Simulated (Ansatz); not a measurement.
## BiIr2Pb2, from a guessed structure to a relaxed one

Starting from a made-up structure for BiIr2Pb2, the aim is the relaxed cell, its shortest contacts and, where a second run follows, its electronic structure.

Calculated with Ansatz 0.2.0; DFT, r2SCAN, plane-wave PAW, files of the set soft_1, scalar-relativistic, no spin, cell and ions relaxed at zero pressure; PAW set soft_1.

### 1. Set-up

It takes space group I4/mmm (No. 139, tetragonal). The conventional cell has a = 4.665 Å, b = 4.665 Å, c = 10.917 Å, α = 90.00°, β = 90.00°, γ = 90.00°. Nearest to Bi lie 8 Pb at 3.54 Å and 8 Ir at 3.59 Å. Pb has 1 Pb at 2.58 Å and 4 Ir at 2.74 Å and 4 Bi at 3.54 Å nearest. Ir has 4 Pb at 2.74 Å and 4 Ir at 3.30 Å and 4 Bi at 3.59 Å nearest. Farther neighbours are not listed.

### 2. Relaxation of the guess

The guessed cell has no reason to be at equilibrium. It is relaxed with the atoms, within the space group of the guess.

File input.yaml:

```yaml
crystal:
  lattice:
    - [-2.3325, 2.3325, 5.4585]
    - [2.3325, -2.3325, 5.4585]
    - [2.3325, 2.3325, -5.4585]
  atoms:
    - { symbol: Bi, position: [0.0, 0.0, 0.0] }
    - { symbol: Pb, position: [0.6181, 0.6181, 0.0] }
    - { symbol: Pb, position: [0.3819, 0.3819, 0.0] }
    - { symbol: Ir, position: [0.25, 0.75, 0.5] }
    - { symbol: Ir, position: [0.75, 0.25, 0.5] }
kpoints:
  mp_grid: { grid: [8, 8, 8] }
scf:
  occupations: { method: fermi_dirac, width: 0.05 }
hamiltonian:
  xc: r2scan
  pseudopotentials: { kind: paw, azcp: { folder: soft_1 } }
relax:
  f_tol: 0.015
  max_steps: 70
  cell: {}
output:
  forces: true
  stress: true
```

Started as:

```bash
ansatz run input.yaml --threads 4 --pin off --max-ram 8192MiB --backend cpu --events-out ev --progress --plain --runs-dir out
```

Numbers of over 12 decimals in the logs are rounded to 6 here.

Output:

```text
Engine: ansatz 0.2.0, x86_64-unknown-linux-gnu
Pseudopotentials: kind: paw
Pseudopotential: Bi, paw, valence charge 15, recommended cutoff 500 eV (meta_gga), soft_1/Bi.paw.azcp
Pseudopotential: Pb, paw, valence charge 14, recommended cutoff 500 eV (meta_gga), soft_1/Pb.paw.azcp
Pseudopotential: Ir, paw, valence charge 17, recommended cutoff 500 eV (meta_gga), soft_1/Ir.paw.azcp
Functional definition: r2SCAN
  parameter k0 = 0.174
  parameter k1 = 0.065
  parameter a1 = 4.9479
  exchange = r2scan_x(k0 = k0, k1 = k1, a1 = a1)
  correlation = r2scan_c
Crystal: 5 atoms, lattice volume = 118.789 Å³
Basis set: ecut = 500 eV, 3027 PW (Γ), exchange–correlation on 192×192×192 points (64 copies of the dense FFT grid, shifted against one another)
Bands: 47, of which v1, the nominal top of the filled ones, is band 39 counted from 1 (38 counted from 0)
Symmetry: 16 space group operations
Space group: I4/mmm (ITA 139), of the structure as read, at distance tolerance 4.9e-5 Å
k-points: 59 of 512
Non-local potential: Bi, projectors of the file, l = 0: 2, l = 1: 2, l = 2: 2, l = 3: 1
Non-local potential: Pb, projectors of the file, l = 0: 2, l = 1: 2, l = 2: 2, l = 3: 1
Non-local potential: Ir, projectors of the file, l = 0: 3, l = 1: 2, l = 2: 2, l = 3: 1
PAW form: soft (Blöchl's): semilocal exchange-correlation on the pseudo side does not see the compensation charge
PAW frozen core: Bi, regenerated for the run's functional (the file was generated under x = pbe(κ = 0.804, μ = 0.219515), c = pbe(β = 0.066725))
PAW frozen core: Pb, regenerated for the run's functional (the file was generated under x = pbe(κ = 0.804, μ = 0.219515), c = pbe(β = 0.066725))
PAW frozen core: Ir, regenerated for the run's functional (the file was generated under x = pbe(κ = 0.804, μ = 0.219515), c = pbe(β = 0.066725))
PAW one-centre angular grid: Bi, 590 points (default); XC on 160 Gauss nodes
PAW one-centre angular grid: Pb, 590 points (default); XC on 160 Gauss nodes
PAW one-centre angular grid: Ir, 590 points (default); XC on 160 Gauss nodes
Initial density: superposition of atomic densities (chi_scale 0.1, normalization cell, long waves kept (reshape's long-wave potential 0.00 eV rms))
Initial wavefunctions: pseudopotential atomic-orbital guess
Functional: x = r2scan, c = r2scan; τ floored in thin density (d = 2e-4 eV/Å³)
SCF iter   1: F=—  HF=-60157.962592 eV  |F-HF|=—  |Δ(HF+E_count)|=         —  Δρ=7.10e-2  dr2=1.68e1  dr2_τ=8.56e-1  ethr=3.10e-3  ⟨swp⟩=8.6  Hψ=12014  notcnv=0  defer=7
preconditioner: auto → Kerker (q_TF=auto, 2.538 Å⁻¹)  [metal: Δε(μ)=0.036 eV  Ē_g=14.777 eV  σ=0.050 eV  W_gap=0.18  n_scr=32 (ndim 8)  ℏωp=26.6 eV  f_vac=0.000  D(μ)=2.60/eV (n_scr^D=14)]
SCF iter   2: F=—  HF=-60155.402055 eV  |F-HF|=—  |Δ(HF+E_count)|=    2.56e0  Δρ=2.36e-2  dr2=7.21e-1  dr2_τ=5.20e-1  ethr=3.10e-3  ⟨swp⟩=3.0  Hψ=4714  notcnv=0  defer=110
SCF iter   3: F=—  HF=-60155.587562 eV  |F-HF|=—  |Δ(HF+E_count)|=   1.86e-1  Δρ=1.44e-2  dr2=3.72e-1  dr2_τ=5.46e-3  ethr=9.36e-4  ⟨swp⟩=2.2  Hψ=3590  notcnv=0  defer=105
SCF iter   4: F=—  HF=-60155.600306 eV  |F-HF|=—  |Δ(HF+E_count)|=   1.27e-2  Δρ=3.82e-3  dr2=2.04e-2  dr2_τ=9.28e-4  ethr=4.83e-4  ⟨swp⟩=3.6  Hψ=4924  notcnv=0  defer=105
SCF iter   5: F=—  HF=-60155.604842 eV  |F-HF|=—  |Δ(HF+E_count)|=   4.54e-3  Δρ=1.41e-3  dr2=8.06e-3  dr2_τ=3.40e-4  ethr=2.64e-5  ⟨swp⟩=2.1  Hψ=3917  notcnv=0  defer=103
SCF iter   6: F=—  HF=-60155.604921 eV  |F-HF|=—  |Δ(HF+E_count)|=   7.95e-5  Δρ=4.78e-4  dr2=9.92e-4  dr2_τ=7.08e-6  ethr=1.05e-5  ⟨swp⟩=1.5  Hψ=2774  notcnv=0  defer=103
SCF iter   7: F=—  HF=-60155.605006 eV  |F-HF|=—  |Δ(HF+E_count)|=   8.48e-5  Δρ=1.13e-4  dr2=3.04e-5  dr2_τ=7.60e-7  ethr=1.29e-6  ⟨swp⟩=2.0  Hψ=3585  notcnv=0  defer=103
SCF iter   8: F=—  HF=-60155.604984 eV  |F-HF|=—  |Δ(HF+E_count)|=   2.14e-5  Δρ=3.66e-5  dr2=3.32e-6  dr2_τ=7.38e-8  ethr=3.94e-8  ⟨swp⟩=2.0  Hψ=4281  notcnv=0  defer=103
SCF iter   9: F=—  HF=-60155.604985 eV  |F-HF|=—  |Δ(HF+E_count)|=   6.07e-7  Δρ=1.29e-5  dr2=3.48e-7  dr2_τ=8.36e-9  ethr=4.32e-9  ⟨swp⟩=2.0  Hψ=4462  notcnv=0  defer=103
SCF iter  10: F=-60155.604985 eV  HF=-60155.604985 eV  |F-HF|=1.64e-8  |Δ(HF+E_count)|=   9.82e-8  Δρ=4.51e-6  dr2=2.90e-8  dr2_τ=6.41e-10  ethr=1.30e-10  ⟨swp⟩=5.0  Hψ=10199  notcnv=0
SCF 1 converged in 10 iterations: F = -60155.604985 eV  dr2 = 2.90e-8
  greatest PAW one-centre occupation: 1.000 electrons in one spin orbital (limit 2), on the Ir atom at site 4 (counted from 0), in its partial waves of l = 0
relax step   1: F+E_penalty+E_count = -60155.60498510 eV  Δ(F+E_penalty+E_count) = +0.000e0 eV  max|allowed force component| = 3.579e0 eV/Å  Δτ_max = 0.0000 Å  P = -1.412 GPa  Ω = 118.789 Å³  (10 SCF iters, dr2 threshold 1.00e-7 eV, accepted)
Crystal: 5 atoms, lattice volume = 116.909 Å³
Basis set: ecut = 500 eV, 2993 PW (Γ), exchange–correlation on 192×192×192 points (64 copies of the dense FFT grid, shifted against one another)
Initial density: handed on by an earlier stage of this run
Initial wavefunctions: those handed on with the density
iter 1 solved again at ethr=5.50e-4 eV; its pass at ethr=3.10e-3 eV (dr2=4.23e-1 eV) is discarded
SCF iter   1: F=—  HF=-60154.792362 eV  |F-HF|=—  |Δ(HF+E_count)|=         —  Δρ=1.72e-2  dr2=4.24e-1  dr2_τ=2.09e0  ethr=5.50e-4  ⟨swp⟩=2.2  Hψ=15403  notcnv=0
preconditioner: auto → Kerker (q_TF=auto, 2.545 Å⁻¹)  [metal: Δε(μ)=0.038 eV  Ē_g=15.266 eV  σ=0.050 eV  W_gap=0.19  n_scr=32 (ndim 8)  ℏωp=26.8 eV  f_vac=0.000  D(μ)=2.87/eV (n_scr^D=14)]
SCF iter   2: F=—  HF=-60155.864531 eV  |F-HF|=—  |Δ(HF+E_count)|=    1.07e0  Δρ=8.00e-3  dr2=6.11e-2  dr2_τ=1.80e-2  ethr=5.50e-4  ⟨swp⟩=3.1  Hψ=5197  notcnv=0
SCF iter   3: F=—  HF=-60155.864793 eV  |F-HF|=—  |Δ(HF+E_count)|=   2.61e-4  Δρ=4.80e-3  dr2=2.19e-2  dr2_τ=5.15e-4  ethr=7.93e-5  ⟨swp⟩=1.7  Hψ=3255  notcnv=0  defer=24
SCF iter   4: F=—  HF=-60155.863618 eV  |F-HF|=—  |Δ(HF+E_count)|=   1.17e-3  Δρ=1.35e-3  dr2=5.07e-3  dr2_τ=5.32e-4  ethr=2.85e-5  ⟨swp⟩=2.0  Hψ=3563  notcnv=0  defer=24
SCF iter   5: F=—  HF=-60155.863707 eV  |F-HF|=—  |Δ(HF+E_count)|=   8.86e-5  Δρ=4.03e-4  dr2=5.42e-4  dr2_τ=5.33e-6  ethr=6.58e-6  ⟨swp⟩=2.4  Hψ=3697  notcnv=0  defer=24
SCF iter   6: F=—  HF=-60155.863752 eV  |F-HF|=—  |Δ(HF+E_count)|=   4.50e-5  Δρ=1.29e-4  dr2=3.10e-5  dr2_τ=1.39e-6  ethr=7.04e-7  ⟨swp⟩=2.0  Hψ=4184  notcnv=0  defer=24
SCF iter   7: F=—  HF=-60155.863733 eV  |F-HF|=—  |Δ(HF+E_count)|=   1.95e-5  Δρ=3.97e-5  dr2=2.75e-6  dr2_τ=8.16e-8  ethr=4.03e-8  ⟨swp⟩=2.1  Hψ=4023  notcnv=0  defer=24
[...]
SCF iter   3: F=—  HF=-60156.011057 eV  |F-HF|=—  |Δ(HF+E_count)|=   7.09e-4  Δρ=1.52e-3  dr2=4.12e-3  dr2_τ=6.21e-4  ethr=1.17e-5  ⟨swp⟩=2.0  Hψ=3448  notcnv=0
SCF iter   4: F=—  HF=-60156.010868 eV  |F-HF|=—  |Δ(HF+E_count)|=   1.88e-4  Δρ=6.02e-4  dr2=6.63e-4  dr2_τ=1.09e-4  ethr=5.35e-6  ⟨swp⟩=2.0  Hψ=3245  notcnv=0
SCF iter   5: F=—  HF=-60156.010882 eV  |F-HF|=—  |Δ(HF+E_count)|=   1.36e-5  Δρ=3.92e-4  dr2=2.75e-4  dr2_τ=2.01e-6  ethr=8.61e-7  ⟨swp⟩=1.0  Hψ=2773  notcnv=0
SCF iter   6: F=—  HF=-60156.010851 eV  |F-HF|=—  |Δ(HF+E_count)|=   3.07e-5  Δρ=1.76e-4  dr2=6.00e-5  dr2_τ=9.21e-7  ethr=3.57e-7  ⟨swp⟩=1.0  Hψ=2775  notcnv=0
SCF iter   7: F=—  HF=-60156.010848 eV  |F-HF|=—  |Δ(HF+E_count)|=   3.06e-6  Δρ=3.44e-5  dr2=2.42e-6  dr2_τ=4.32e-8  ethr=7.80e-8  ⟨swp⟩=2.2  Hψ=4235  notcnv=0
SCF iter   8: F=-60156.010848 eV  HF=-60156.010848 eV  |F-HF|=1.00e-7  |Δ(HF+E_count)|=   1.76e-7  Δρ=7.14e-6  dr2=1.97e-7  dr2_τ=5.37e-9  ethr=6.49e-10  ⟨swp⟩=5.0  Hψ=9816  notcnv=0
SCF 3 converged in 8 iterations: F = -60156.010848 eV  dr2 = 1.97e-7
relax step   3: F+E_penalty+E_count = -60156.01084783 eV  Δ(F+E_penalty+E_count) = -1.471e-1 eV  max|allowed force component| = 3.091e-1 eV/Å  Δτ_max = 0.0577 Å  P = -0.371 GPa  Ω = 119.714 Å³  energy of the carried Pulay correction = -1.018e-4 eV  (8 SCF iters, dr2 threshold 5.00e-7 eV, accepted)
[...]
relax step   4: F+E_penalty+E_count = -60156.01887985 eV  Δ(F+E_penalty+E_count) = -8.032e-3 eV  max|allowed force component| = 2.708e-2 eV/Å  Δτ_max = 0.0228 Å  P = -0.198 GPa  Ω = 118.955 Å³  energy of the carried Pulay correction = -1.827e-5 eV  (7 SCF iters, dr2 threshold 5.00e-7 eV, accepted)
[...]
relax step   5: F+E_penalty+E_count = -60156.01998953 eV  Δ(F+E_penalty+E_count) = -1.110e-3 eV  max|allowed force component| = 2.403e-2 eV/Å  Δτ_max = 0.0043 Å  P = -0.004 GPa  Ω = 118.675 Å³  energy of the carried Pulay correction = +1.266e-5 eV  (6 SCF iters, dr2 threshold 2.86e-7 eV, accepted)
[...]
relax step   6: F+E_penalty+E_count = -60156.02232114 eV  Δ(F+E_penalty+E_count) = -2.332e-3 eV  max|allowed force component| = 1.320e-2 eV/Å  Δτ_max = 0.0141 Å  P = +0.308 GPa  Ω = 118.130 Å³  energy of the carried Pulay correction = +7.303e-5 eV  (7 SCF iters, dr2 threshold 1.65e-7 eV, accepted)
[...]
relax step   7: F+E_penalty+E_count = -60156.02331881 eV  Δ(F+E_penalty+E_count) = -9.977e-4 eV  max|allowed force component| = 1.231e-2 eV/Å  Δτ_max = 0.0076 Å  P = +0.243 GPa  Ω = 118.096 Å³  energy of the carried Pulay correction = +7.677e-5 eV  (6 SCF iters, dr2 threshold 5.00e-7 eV, accepted)
[...]
relax step   8: F+E_penalty+E_count = -60156.02370589 eV  Δ(F+E_penalty+E_count) = -3.871e-4 eV  max|allowed force component| = 7.274e-3 eV/Å  Δτ_max = 0.0019 Å  P = +0.002 GPa  Ω = 118.344 Å³  energy of the carried Pulay correction = +4.926e-5 eV  (6 SCF iters, dr2 threshold 2.68e-7 eV, accepted)
[...]
relax step   9: F+E_penalty+E_count = -60156.02373655 eV  Δ(F+E_penalty+E_count) = -3.066e-5 eV  max|allowed force component| = 3.900e-3 eV/Å  Δτ_max = 0.0016 Å  P = -0.004 GPa  Ω = 118.331 Å³  energy of the carried Pulay correction = +5.068e-5 eV  (10 SCF iters, accepted)
Initial wavefunctions: pseudopotential atomic-orbital guess (no wavefunctions were taken with the density)
iter 1 solved again at ethr=8.67e-8 eV; its pass at ethr=3.10e-3 eV (dr2=6.67e-5 eV) is discarded
SCF iter   1: F=—  HF=-60156.023126 eV  |F-HF|=—  |Δ(HF+E_count)|=         —  Δρ=2.66e-4  dr2=2.53e-6  dr2_τ=6.03e-6  ethr=8.67e-8  ⟨swp⟩=4.0  Hψ=20210  notcnv=0
preconditioner: auto → Kerker (q_TF=auto, 2.540 Å⁻¹)  [metal: Δε(μ)=0.014 eV  Ē_g=15.097 eV  σ=0.050 eV  W_gap=0.07  n_scr=32 (ndim 8)  ℏωp=26.7 eV  f_vac=0.000  D(μ)=3.72/eV (n_scr^D=32)]
SCF iter   2: F=—  HF=-60156.023569 eV  |F-HF|=—  |Δ(HF+E_count)|=   4.42e-4  Δρ=1.34e-4  dr2=5.50e-7  dr2_τ=9.23e-6  ethr=3.28e-9  ⟨swp⟩=2.2  Hψ=4545  notcnv=0
SCF iter   3: F=—  HF=-60156.023824 eV  |F-HF|=—  |Δ(HF+E_count)|=   2.56e-4  Δρ=2.73e-5  dr2=7.01e-8  dr2_τ=3.77e-7  ethr=7.14e-10  ⟨swp⟩=2.0  Hψ=4734  notcnv=0
SCF iter   4: F=—  HF=-60156.023834 eV  |F-HF|=—  |Δ(HF+E_count)|=   1.00e-5  Δρ=4.40e-6  dr2=1.92e-8  dr2_τ=5.72e-9  ethr=9.11e-11  ⟨swp⟩=2.0  Hψ=3725  notcnv=0
SCF iter   5: F=—  HF=-60156.023834 eV  |F-HF|=—  |Δ(HF+E_count)|=   1.28e-7  Δρ=1.71e-6  dr2=4.66e-9  dr2_τ=4.70e-10  ethr=2.50e-11  ⟨swp⟩=2.0  Hψ=3683  notcnv=0
SCF iter   6: F=—  HF=-60156.023834 eV  |F-HF|=—  |Δ(HF+E_count)|=   1.27e-8  Δρ=4.54e-7  dr2=3.85e-10  dr2_τ=9.89e-12  ethr=6.06e-12  ⟨swp⟩=2.0  Hψ=3684  notcnv=0
SCF iter   7: F=-60156.023834 eV  HF=-60156.023834 eV  |F-HF|=1.46e-11  |Δ(HF+E_count)|=  4.00e-10  Δρ=8.35e-8  dr2=2.20e-11  dr2_τ=7.80e-13  ethr=1.00e-12  ⟨swp⟩=3.6  Hψ=10862  notcnv=0
SCF 10 converged in 7 iterations: F = -60156.023834 eV  dr2 = 2.20e-11
relax step  10: F+E_penalty+E_count = -60156.02383443 eV  Δ(F+E_penalty+E_count) = -9.789e-5 eV  max|allowed force component| = 3.938e-3 eV/Å  Δτ_max = 0.0000 Å  P = -0.003 GPa  Ω = 118.331 Å³  stress off target by 8.74e-3 GPa  SCF on the basis re-selected at this cell (its energy is not comparable with the rows above)  (7 SCF iters)
basis re-selected at this cell: Δ(F+E_penalty+E_count) = -9.789e-5 eV, ΔP = +0.001 GPa vs the last step (what re-selecting the basis moved, of the pressure what is left beyond the Pulay correction that the steps carried, after the strain that the cell walked since its last selection, with what the two solves' SCF thresholds leave and, on support functions, any second-order correction that the steps lacked; it is no m [...]
SCF converged after 7 iterations
Free energy (F): -60156.023834 eV
Harris-Foulkes:  -60156.023834 eV  (|F-HF|=1.46e-11)
Internal energy: -60155.993640 eV  (E = F + TS)
E sigma→0 (E₀):  -60156.008737 eV
Entropy (-TS):   -0.030194 eV (-6.039 meV/atom)
Fermi energy:    14.363775 eV
--- Per-component energies (eV) ---
  E_band       = -572.226117
  E_kinetic    = 1932.535063
  E_local      = -6809.152866  (includes V_loc(G=0)·N_el)
  E_nonlocal   = 1411.879282
  E_hartree    = 2649.054406
  E_xc         = -955.531428
  E_vxc        = -999.666814  (∫ρ·V_xc dr)
  E_paw        = -50129.761259  (= ΣΔE_a)
  E_vpaw       = -1472.115477  (= ΣTr[D̂ρ^β])
  E_aug_tail   = 0.000594  (compensation charges beyond the density's cutoff)
  E_vtau       = 66.185437  (kinetic-family band-sum trace: ∫τ·v_τ [+ j·A + Jᵃ·Aᵃ] dr)
  E_ewald      = -8257.189316
  E_core_change = 2.171883  (= ΣΔE_core)
  E_smearing   = -0.030194  (= −TS)
  E_closure    = -0.000000  (closes the sum)
  Σ components = -60156.023834   (vs F -60156.023834, Δ=0.00e0)
--- Forces (eV/Å), atoms counted from 1 ---
  atom   1  Bi     0.00000000     0.00000000     0.00000000
  atom   2  Pb    -0.00000000     0.00000000     0.00393758
  atom   3  Pb    -0.00000000     0.00000000    -0.00393758
  atom   4  Ir     0.00000000     0.00000000     0.00000000
  atom   5  Ir     0.00000000     0.00000000     0.00000000
  max |Σ_I F_I| component: 1.91e-17 eV/Å
--- Stress (GPa, compression-positive) ---
       -0.008735       0.000000       0.000000
        0.000000      -0.008735       0.000000
        0.000000       0.000000       0.008295
  P = ⅓ Tr σ = -0.0031 GPa (-0.031 kbar)
--- Relaxed structure (9 steps of the walk, 9 accepted, 1 SCFs on fresh bases) ---
  F+E_penalty+E_count = -60156.02383443 eV   max|allowed force component| = 3.938e-3 eV/Å   (the final SCF, on the basis selected at the relaxed cell)
  cell:  # Å, volume = 118.3313 Å³
    - [-2.274920, 2.274920, 5.716199]
    - [2.274920, -2.274920, 5.716199]
    - [2.274920, 2.274920, -5.716199]
  atoms:
    - { symbol: Bi, position: [0, 0, 0] }
    - { symbol: Pb, position: [0.625817, 0.625817, 0] }
    - { symbol: Pb, position: [0.374183, 0.374183, 0] }
    - { symbol: Ir, position: [0.250000, 0.75, 0.500000] }
    - { symbol: Ir, position: [0.75, 0.250000, 0.500000] }
```

Elapsed: 48 s, on 4 threads of Intel Xeon 6975P-C (Granite Rapids), shared host; peak memory 1.3 GiB.

The steps of the relaxation:

| step | energy less that of the first step (eV) | largest force component (eV/Å) | pressure (GPa) | volume (Å³) |
| --- | --- | --- | --- | --- |
| 1 | 0.0000 | 3.5790 | -1.41 | 118.79 |
| 2 | -0.2587 | 1.6156 | 4.15 | 116.91 |
| 3 | -0.4059 | 0.3091 | -0.37 | 119.71 |
| 4 | -0.4139 | 0.0271 | -0.20 | 118.95 |
| 5 | -0.4150 | 0.0240 | 0.00 | 118.67 |
| 6 | -0.4173 | 0.0132 | 0.31 | 118.13 |
| 7 | -0.4183 | 0.0123 | 0.24 | 118.10 |
| 8 | -0.4187 | 0.0073 | 0.00 | 118.34 |
| 9 | -0.4188 | 0.0039 | 0.00 | 118.33 |
| 10* | -0.4188 | 0.0039 | 0.00 | 118.33 |

Relaxation steps marked * repeat the geometry before them on a plane-wave basis chosen anew for their cell, so energy and pressure can jump there.

Forces are held to the 16 operations that the run works with; a distortion that breaks them can't arise in this run.

| conventional cell, symmetrised | before | after | change |
| --- | --- | --- | --- |
| a (Å) | 4.665 | 4.550 | -2.5 % |
| b (Å) | 4.665 | 4.550 | -2.5 % |
| c (Å) | 10.917 | 11.432 | +4.7 % |
| volume (Å³/atom) | 23.76 | 23.67 | -0.4 % |

The atoms that moved most (Å, as changes of fractional coordinates times the final cell):

| atom | dx | dy | dz | length |
| --- | --- | --- | --- | --- |
| Pb3 | 0.000 | 0.000 | -0.088 | 0.088 |
| Pb2 | 0.000 | 0.000 | 0.088 | 0.088 |

The relaxed structure:

```
Bi Pb Ir
1.0
    -2.27492    2.27492    5.71620
     2.27492   -2.27492    5.71620
     2.27492    2.27492   -5.71620
Bi Pb Ir
1 2 2
Cartesian
  0.0000 0.0000 0.0000
  0.0000 0.0000 7.1546
  0.0000 0.0000 4.2778
  2.2749 0.0000 2.8581
  0.0000 2.2749 2.8581
```

This step gave:

```yaml
free_energy: -60156.0238 eV
energy_at_zero_smearing: -60156.0087 eV
smearing_term_ts: 0.03019 eV
fermi_energy: 14.36 eV
electrons: 77
symmetry_operations: 16
pressure: -0.003058 GPa
```

The shortest distance of each pair, which need not be the same contact before and after:

| pair | guess (Å) | relaxed (Å) |
| --- | --- | --- |
| Ir–Pb | 2.741 | 2.682 |
| Pb–Pb | 2.579 | 2.877 |
| Ir–Ir | 3.299 | 3.217 |
| Bi–Pb | 3.542 | 3.524 |
| Bi–Ir | 3.590 | 3.653 |

The relaxation ends with a largest force component of 0.0039 eV/Å and a pressure of 0.00 GPa.

### 3. Summary of results

```yaml
space_group_relaxed: I4/mmm
conventional_cell: a = 4.550, b = 4.550, c = 11.432 Å; α = 90.0°, β = 90.0°, γ = 90.0°
volume_per_atom: 23.67 Å³ (guess 23.76)
```

BiIr2Pb2 relaxes to I4/mmm with a = 4.550, b = 4.550 and c = 11.432 Å. The guessed volume was near the relaxed one. The space group I4/mmm was held in the relaxation, so the end point is a stationary structure within it and may be a saddle against distortions or other arrangements. Mesh and cutoff weren't tested. Spin-orbit coupling is left out, which can matter for elements this heavy. No dispersion term is used, so weakly bound directions may come out too long. The runs have no spin, and magnetism wasn't tested. Nothing here tests whether the compound is stable against decomposition.

[Logs are printed without paths, hosts, clocks, repeated set-up lines and the standing remarks that a program may print on its own settings, such as how far it seeks lower states.]

[Hosts, paths, dates, database ids (printed as entryN), source tags and the programs' standing remarks are cut or masked in the printed files.]
